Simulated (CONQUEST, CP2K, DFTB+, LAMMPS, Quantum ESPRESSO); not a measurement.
# CONQUEST on glassy 55SiO2-45BaO (mol %) (107 atoms): settings against a plane-wave reference

How do the settings of CONQUEST change the result for glassy 55SiO2-45BaO (mol %) (107 atoms)? A plane-wave run serves as the yardstick.

Calculated with CONQUEST 1.3; the method is named at each step.

### Step 1. Starting point

The cell holds 107 atoms: 23 Si, 19 Ba and 65 O. Its edges and angles: a = 12.149 Å, b = 12.149 Å, c = 12.149 Å, α = 90.0°, β = 90.0°, γ = 90.0°. 107 atoms (23 Si, 19 Ba, 65 O) placed at random at 3.99 g/cm³, melted at 4000 K for 10 ps at fixed volume with the Morse and Coulomb pair potential with partial charges (Pedone, Malavasi, Menziani, Cormack and Segre, J. Phys. Chem. B 110, 11780 (2006)). Quenched from 4000 K to 300 K at 100 K/ps and fixed volume, held 10 ps at zero pressure, then minimised at fixed cell.

The yardstick, on the same geometry:

```
method                                           : Kohn-Sham DFT, PBE, SSSP efficiency 1.3.0 pseudopotentials, plane waves (Quantum ESPRESSO 7.5); sssp-pbe-1.3.0-efficiency, cutoffs 60/480 Ry, Γ point
r.m.s. force component                           : 1.179 eV/Å
longest force                                    : 3.65 eV/Å
pressure                                         : 4.469 GPa
gap (highest filled to lowest empty level) : 2.7 eV
time                                             : 15 min on 4 MPI ranks of Intel Xeon 6975P-C (Granite Rapids), shared host
CPU time                                         : 60 min
```

### Step 2. PBE, grid 120 Ha

Method: Kohn-Sham DFT, PBE, norm-conserving pseudopotentials, pseudo-atomic orbitals (double zeta with polarisation), diagonalisation.

The .ion files beside the input carry potential, basis and functional.

The input, Conquest_input:

```
IO.Title cell
IO.Coordinates coords.dat
IO.FractionalAtomicCoords T
IO.Iprint 1
General.NumberOfSpecies 3
AtomMove.TypeOfRun static
AtomMove.CalcStress T
Grid.GridCutoff 120
DM.SolutionMethod diagon
SC.MaxIters 100
SC.LinearMixingFactor 0.3
minE.SCTolerance 1e-06
Diag.kT 0.001837
Diag.MPMesh T
Diag.GammaCentred T
Diag.MPMeshX 1
Diag.MPMeshY 1
Diag.MPMeshZ 1
%block ChemicalSpeciesLabel
1 28.085 Si
2 137.327 Ba
3 15.999 O
%endblock
```

The input, coords.dat:

```
22.958944 0.000000 0.000000
0.000000 22.958944 0.000000
0.000000 0.000000 22.958944
107
0.27033 0.09656 0.27943 1 T T T
0.71555 0.99161 0.17539 1 T T T
0.43848 0.57828 0.58104 1 T T T
0.22223 0.17847 0.85577 1 T T T
0.31498 0.98926 0.70956 1 T T T
0.34880 0.39829 0.91192 1 T T T
0.79311 0.69751 0.87620 1 T T T
0.62124 0.87010 0.36846 1 T T T
0.30833 0.85640 0.17886 1 T T T
0.01074 0.71137 0.02273 1 T T T
0.92445 0.13587 0.23003 1 T T T
0.54455 0.62013 0.34362 1 T T T
0.18805 0.11172 0.51837 1 T T T
0.05403 0.51641 0.39224 1 T T T
0.78178 0.95620 0.92418 1 T T T
0.80990 0.93091 0.53611 1 T T T
0.93088 0.15094 0.47308 1 T T T
0.18379 0.66275 0.57313 1 T T T
0.53327 0.09666 0.30655 1 T T T
0.51496 0.77824 0.05468 1 T T T
0.84086 0.30700 0.04866 1 T T T
0.66574 0.18190 0.88798 1 T T T
0.90275 0.38188 0.56820 1 T T T
0.01857 0.52049 0.84696 2 T T T
0.57586 0.50092 0.04760 2 T T T
0.73677 0.35933 0.34280 2 T T T
0.27537 0.69923 0.86998 2 T T T
0.58126 0.85500 0.74404 2 T T T
0.08096 0.97428 0.03261 2 T T T
0.41751 0.05716 0.02075 2 T T T
0.19273 0.40021 0.66201 2 T T T
0.64941 0.47062 0.74060 2 T T T
0.47351 0.24066 0.68505 2 T T T
0.01186 0.84276 0.71562 2 T T T
0.27427 0.58844 0.15151 2 T T T
0.05200 0.83970 0.33628 2 T T T
0.91373 0.18963 0.78095 2 T T T
0.34000 0.37083 0.36098 2 T T T
0.81087 0.64981 0.18912 2 T T T
0.80206 0.65059 0.52809 2 T T T
0.12184 0.34683 0.10162 2 T T T
0.36132 0.86025 0.48082 2 T T T
0.31024 0.27892 0.85392 3 T T T
0.30676 0.86545 0.73325 3 T T T
0.75084 0.96072 0.05580 3 T T T
0.13015 0.46581 0.30122 3 T T T
0.40613 0.12295 0.28661 3 T T T
0.98212 0.42597 0.46658 3 T T T
0.27482 0.98814 0.20124 3 T T T
0.69257 0.62170 0.89356 3 T T T
0.42113 0.45238 0.60891 3 T T T
0.47746 0.56475 0.24926 3 T T T
0.01738 0.04953 0.23031 3 T T T
0.62164 0.73422 0.11006 3 T T T
0.92378 0.19691 0.34928 3 T T T
0.98539 0.78626 0.12484 3 T T T
[... 47 atom lines left out ...]
0.47910 0.58086 0.45359 3 T T T
0.76875 0.82987 0.88494 3 T T T
0.69587 0.87864 0.47892 3 T T T
0.43732 0.67961 0.01843 3 T T T
```

Launch:

```sh
OMP_NUM_THREADS=1 mpirun -np 4 Conquest > output.txt
```

Numbers of over 12 decimals in the logs are rounded to 6 here.

Conquest_out:

```text
      Simulation cell dimensions:    22.9589 a0 x    22.9589 a0 x    22.9589 a0
        This calculation includes non-local pseudopotentials,
         with a maximum core radius of     10.78210748
    Job title: cell
    Job to be run: static calculation
    Ground state search:
      Support functions represented with PAO basis
      1:1 PAO to SF mapping
      Non-spin-polarised electrons
      Solving for the K matrix using diagonalisation
      Using Fermi-Dirac smearing
    Integration grid size:    120 x  120 x  120
    Integration grid spacing:  0.191 a0 x 0.191 a0 x 0.191 a0
    Number of species:  3
    --------------------------------------------------------
    |   #  mass (au)  Charge (e)  SF Rad (a0)  NSF  Label  |
    --------------------------------------------------------
    |   1     28.085       4.000        7.462   13  Si     |
    |   2    137.327      10.000       11.097   14  Ba     |
    |   3     15.999       6.000        5.166   13  O      |
    --------------------------------------------------------
          SCF tolerance:                 0.00000100
          SCF iterations:               100
    The calculation will be performed on     4 processes
    The calculation will be performed on     1 thread
    Using the default matrix multiplication kernel
    The functional used will be GGA PBE96
    set_atom_dens: In set_atomic_density, electrons :     672.000000000000
    PulayMixSC: Starting Pulay mixing, A_up =  0.300 A_dn =  0.300
    PulayMixSC: Spin non-polarised calculation.
          Harris-Foulkes Energy            :     -1714.034216 Ha
    PulayMixSC: Pulay iteration     1 residual:              0.22669E-02
          Harris-Foulkes Energy            :     -1710.576252 Ha
    PulayMixSC: Pulay iteration     2 residual:              0.59691E-03
          Harris-Foulkes Energy            :     -1710.436003 Ha
    PulayMixSC: Pulay iteration     3 residual:              0.39683E-03
          Harris-Foulkes Energy            :     -1710.427076 Ha
    PulayMixSC: Pulay iteration     4 residual:              0.12514E-03
          Harris-Foulkes Energy            :     -1710.427596 Ha
    PulayMixSC: Pulay iteration     5 residual:              0.22944E-04
          Harris-Foulkes Energy            :     -1710.427299 Ha
    PulayMixSC: Pulay iteration     6 residual:              0.97408E-05
          Harris-Foulkes Energy            :     -1710.427230 Ha
    PulayMixSC: Pulay iteration     7 residual:              0.29319E-05
          Harris-Foulkes Energy            :     -1710.427224 Ha
    PulayMixSC: Pulay iteration     8 residual:              0.92146E-06
    PulayMixSC: Reached SCF tolerance of  0.92146E-06 after      8 iterations
      | Number of electrons      =       672.000492
      |* Harris-Foulkes energy   =     -1710.427224 Ha
      |* DFT total energy        =     -1710.427223 Ha
    force: Forces on atoms (Ha/a0)
    force:  Atom   X              Y              Z
    force:     1   0.0282119254  -0.0301342046   0.0144561923
    force:     2  -0.0194465845   0.0257148721   0.0198209711
    force:     3  -0.0066023036   0.0098382751  -0.0120486997
    force:     4  -0.0026635775   0.0004143235  -0.0133933242
    force:     5   0.0020570871   0.0350502542  -0.0076783285
    force:     6  -0.0226514961  -0.0078195446   0.0033001956
    force:     7   0.0283115550   0.0132508033   0.0023384499
    force:     8   0.0046385141   0.0292233872  -0.0114413687
    force:     9   0.0359942472   0.0084676007  -0.0022719672
    force:    10  -0.0109962462   0.0033870454  -0.0067068223
    force:    11  -0.0249397907  -0.0158545598  -0.0075481247
    force:    12   0.0022650797   0.0110730773   0.0132424196
    force:    13   0.0140131348   0.0131167413  -0.0054694818
    force:    14  -0.0069533878   0.0027936109   0.0329364928
    force:    15   0.0034467905   0.0179884085   0.0179833929
    force:    16  -0.0050570393   0.0072632895  -0.0115879274
    force:    17   0.0102251136  -0.0240883719  -0.0124578450
    force:    18   0.0081346994  -0.0260787271  -0.0182359752
    force:    19   0.0199736000  -0.0394570275  -0.0130889646
    force:    20  -0.0222440921   0.0187656401   0.0202918947
    force:    21  -0.0261411670  -0.0211677322   0.0024987174
    force:    22   0.0313862697   0.0030551448   0.0196944973
    force:    23   0.0246054986   0.0106038712  -0.0383066064
    force:    24  -0.0168403859   0.0109434022   0.0102776037
[...]
force:   100  -0.0701237277   0.0004009535   0.0152697712
    force:   101   0.0071883153   0.0242820470  -0.0469414121
    force:   102  -0.0453703175   0.0292535211  -0.0171303280
    force:   103   0.0465676244   0.0148076310  -0.0149091837
    force:   104  -0.0132496345  -0.0091387828  -0.0112276976
    force:   105  -0.0196511790   0.0089411141  -0.0113899253
    force:   106  -0.0122418164  -0.0140077740   0.0143774915
    force:   107  -0.0402552142  -0.0587915747  -0.0157549931
    force: Maximum force :        0.07012373(Ha/a0) on atom       100 in x direction
    force: Force Residual:        0.04436274 Ha/a0
    force: Total stress:         -5.59431382    -5.04719164    -7.26417205 GPa
    force: Average pressure:      5.96855917 GPa
    get_E_and_F: Change in energy during last step of electronic optimisation:  0.61441E-05
```

Wall time 2.5 min (4 MPI ranks of Intel Xeon 6975P-C (Granite Rapids), shared host); peak memory 16 GiB.

Banners, paths, timers and routine set-up lines are dropped from the logs unmarked, and long logs keep their key lines alone; longer cuts are marked.

Compared with the plane-wave run:

| Quantity | Value |
| --- | --- |
| r.m.s. force component | 1.317 eV/Å |
| r.m.s. difference of force components | 170 meV/Å |
| longest difference of force vectors | 562.9 meV/Å |
| force difference over r.m.s. force | 14.41 % |
| slope of forces against the reference's | 1.113 |
| correlation of force components | 0.9968 |
| gap (highest filled to lowest empty level) | 2.566 eV |
| gap difference | -0.1341 eV |
| pressure | 5.969 GPa |
| pressure difference | 1.5 GPa |

Length of the force difference by element (eV/Å):

```tsv
element	atoms	mean	most
Ba	19	0.13	0.25
O	65	0.33	0.56
Si	23	0.16	0.28
```

Levels nearest the highest filled one (eV from it): -1.23, -1.20, -1.18, -1.14, -1.07, -1.04, -0.99, -0.86, -0.84, -0.54, -0.27, 0.00, 2.57, 2.80, 3.10, 3.24, 3.30, 3.40, 3.48, 3.62, 3.67, 3.76, 3.82, 3.88.

The surroundings of Ba24, picked at random, nearest first, numbered as they follow in the input and with coordinates relative to it.

```tsv
atom	x	y	z	distance (Å)	bonds	Fx	Fy	Fz (eV/Å)
Ba24	0.00	0.00	0.00	0.00	8	-0.87	0.56	0.53
O99	-0.69	-1.42	-2.05	2.59	4	1.69	0.06	3.42
O97	-1.15	-2.02	1.41	2.72	4	2.53	0.89	-2.08
O59	1.36	1.37	-1.95	2.75	5	-1.25	-0.66	3.05
O70	0.67	0.99	2.50	2.77	4	1.27	-2.61	0.34
O102	2.78	-0.55	0.35	2.85	4	-2.33	1.50	-0.88
O65	-1.61	1.84	1.51	2.87	4	-0.04	-1.10	0.93
O75	-2.12	1.85	-1.09	3.01	5	1.25	-0.29	-2.21
Si10	-0.10	2.32	2.14	3.15	4	-0.57	0.17	-0.34
O85	0.53	3.04	0.87	3.21	5	1.54	1.30	-2.55
```

Forces lie 14 % from the reference's, at 0.17 times its CPU time.

### Step 3. PBE, grid 40 Ha

Method: Kohn-Sham DFT, PBE, norm-conserving pseudopotentials, pseudo-atomic orbitals (double zeta with polarisation), diagonalisation.

Conquest_input, as its differences from that of step 2:

```diff
@@ -7,3 +7,3 @@
 AtomMove.CalcStress T
-Grid.GridCutoff 120
+Grid.GridCutoff 40
 DM.SolutionMethod diagon
```

coords.dat is that of step 2.

Launch:

```sh
OMP_NUM_THREADS=1 mpirun -np 2 Conquest > output.txt
```

Conquest_out:

```text
      Simulation cell dimensions:    22.9589 a0 x    22.9589 a0 x    22.9589 a0
        This calculation includes non-local pseudopotentials,
         with a maximum core radius of     10.78210748
    Job title: cell
    Job to be run: static calculation
    Ground state search:
      Support functions represented with PAO basis
      1:1 PAO to SF mapping
      Non-spin-polarised electrons
[... lines left out ...]
      Using Fermi-Dirac smearing
[... lines left out ...]
    The functional used will be GGA PBE96
[... lines left out ...]
    PulayMixSC: Reached SCF tolerance of  0.89960E-06 after      8 iterations
      | Number of electrons      =       672.000606
      |* Harris-Foulkes energy   =     -1711.360386 Ha
      |* DFT total energy        =     -1711.360385 Ha
    force: Forces on atoms (Ha/a0)
    force:  Atom   X              Y              Z
    force:     1   0.0291986953  -0.0295635009   0.0151882319
    force:     2  -0.0207673028   0.0246517665   0.0185430332
    force:     3  -0.0073132943   0.0074593105  -0.0131513242
[...]
force:   106  -0.0466879234  -0.0677059699   0.0241848203
    force:   107  -0.0502918763  -0.0375079572  -0.0816254340
    force: Maximum force :        0.14755196(Ha/a0) on atom        54 in x direction
    force: Force Residual:        0.07907358 Ha/a0
    force: Total stress:         -9.66733307    -8.59109399   -11.04073632 GPa
    force: Average pressure:      9.76638779 GPa
    get_E_and_F: Change in energy during last step of electronic optimisation:  0.63757E-05
```

Run time: 2.4 min. Hardware: 2 MPI ranks; peak memory 5.5 GiB.

Numbers from this run, and their distance from the reference:

* r.m.s. force component: 2.348 eV/Å
* r.m.s. difference of force components: 1968 meV/Å
* longest difference of force vectors: 6473 meV/Å
* force difference over r.m.s. force: 166.9 %
* slope of forces against the reference's: 1.09
* correlation of force components: 0.5473
* gap (highest filled to lowest empty level): 2.473 eV
* gap difference: -0.2273 eV
* pressure: 9.766 GPa
* pressure difference: 5.298 GPa
* energy less the same-level run's: -237.3 meV/atom
* r.m.s. force difference from the same-level run: 1965 meV/Å

This is a coarse setting, run to see what it loses.

Against the first run (14 %), the force difference from the reference is 167 %, at 0.46 times the CPU time (on 2 against 4 cores): the grid matters here.

The difference per atom is largest on O (4.3 eV/Å on average, against 0.19 on Si). The forces add up to 29 eV/Å instead of zero, usually a sign of too coarse a grid.

### Step 4. PBEsol, grid 120 Ha

Method: Kohn-Sham DFT, PBEsol, norm-conserving pseudopotentials, pseudo-atomic orbitals (double zeta with polarisation), diagonalisation.

The pseudopotential files are exchanged too: the .ion files are now those for PBEsol.

Conquest_input, as its differences from that of step 3:

```diff
@@ -7,3 +7,3 @@
 AtomMove.CalcStress T
-Grid.GridCutoff 40
+Grid.GridCutoff 120
 DM.SolutionMethod diagon
```

coords.dat is that of step 3.

Launch:

```sh
OMP_NUM_THREADS=1 mpirun -np 4 Conquest > output.txt
```

Conquest_out:

```text
      Simulation cell dimensions:    22.9589 a0 x    22.9589 a0 x    22.9589 a0
        This calculation includes non-local pseudopotentials,
         with a maximum core radius of     10.78210748
    Job title: cell
    Job to be run: static calculation
    Ground state search:
      Support functions represented with PAO basis
      1:1 PAO to SF mapping
      Non-spin-polarised electrons
      Solving for the K matrix using diagonalisation
      Using Fermi-Dirac smearing
    Integration grid size:    120 x  120 x  120
    Integration grid spacing:  0.191 a0 x 0.191 a0 x 0.191 a0
    Number of species:  3
    --------------------------------------------------------
    |   #  mass (au)  Charge (e)  SF Rad (a0)  NSF  Label  |
    --------------------------------------------------------
    |   1     28.085       4.000        7.270   13  Si     |
    |   2    137.327      10.000       11.097   14  Ba     |
    |   3     15.999       6.000        5.166   13  O      |
    --------------------------------------------------------
          SCF tolerance:                 0.00000100
          SCF iterations:               100
    The calculation will be performed on     4 processes
    The calculation will be performed on     1 thread
    Using the default matrix multiplication kernel
    LibXC version:  6. 2. 2
    Using the GGA functional Perdew, Burke & Ernzerhof SOL
    Using the GGA functional Perdew, Burke & Ernzerhof SOL
    set_atom_dens: In set_atomic_density, electrons :     672.000000000000
    PulayMixSC: Starting Pulay mixing, A_up =  0.300 A_dn =  0.300
    PulayMixSC: Spin non-polarised calculation.
          Harris-Foulkes Energy            :     -1710.586015 Ha
    PulayMixSC: Pulay iteration     1 residual:              0.21592E-02
          Harris-Foulkes Energy            :     -1707.393441 Ha
    PulayMixSC: Pulay iteration     2 residual:              0.57902E-03
          Harris-Foulkes Energy            :     -1707.253194 Ha
    PulayMixSC: Pulay iteration     3 residual:              0.39020E-03
[...]
Harris-Foulkes Energy            :     -1707.229118 Ha
    PulayMixSC: Pulay iteration     7 residual:              0.28278E-05
          Harris-Foulkes Energy            :     -1707.229112 Ha
    PulayMixSC: Pulay iteration     8 residual:              0.91811E-06
    PulayMixSC: Reached SCF tolerance of  0.91811E-06 after      8 iterations
      | Number of electrons      =       672.000485
      |* Harris-Foulkes energy   =     -1707.229112 Ha
      |* DFT total energy        =     -1707.229112 Ha
    force: Forces on atoms (Ha/a0)
    force:  Atom   X              Y              Z
    force:     1   0.0287044012  -0.0300272658   0.0145035127
    force:     2  -0.0197895220   0.0257009828   0.0201615474
    force:     3  -0.0068287956   0.0099293899  -0.0120559602
[...]
force:   106  -0.0105255838  -0.0130606349   0.0126562867
    force:   107  -0.0393779618  -0.0567359165  -0.0147496711
    force: Maximum force :        0.06790334(Ha/a0) on atom       100 in x direction
    force: Force Residual:        0.04258005 Ha/a0
    force: Total stress:         -2.55140679    -2.00048933    -4.20339795 GPa
    force: Average pressure:      2.91843136 GPa
    get_E_and_F: Change in energy during last step of electronic optimisation:  0.53893E-05
```

The job ended after 2.6 min (4 MPI ranks; peak memory 16 GiB).

Compared with the plane-wave run:

| Item | Value |
| --- | --- |
| r.m.s. force component | 1.264 eV/Å |
| r.m.s. difference of force components | 113.9 meV/Å |
| longest difference of force vectors | 393.5 meV/Å |
| force difference over r.m.s. force | 9.663 % |
| slope of forces against the reference's | 1.07 |
| correlation of force components | 0.9981 |
| gap (highest filled to lowest empty level) | 2.518 eV |
| gap difference | -0.1823 eV |
| pressure | 2.918 GPa |
| pressure difference | -1.55 GPa |

Against the first run (14 %), the force difference from the reference is 9.7 %, at 1.0 times the CPU time; another functional landing nearer a PBE reference means that errors partly cancel.

(Part 1 of 2 ends here.)

[Also dropped from logs without a mark: logging warnings of Python, and SIESTA's first energy breakdown and zero terms.]

[Logs are printed without paths, hosts, clocks, repeated set-up lines and the standing remarks that a program may print on its own settings, such as how far it seeks lower states.]

[Hosts, paths, dates, database ids (printed as entryN), source tags and the programs' standing remarks are cut or masked in the printed files.]
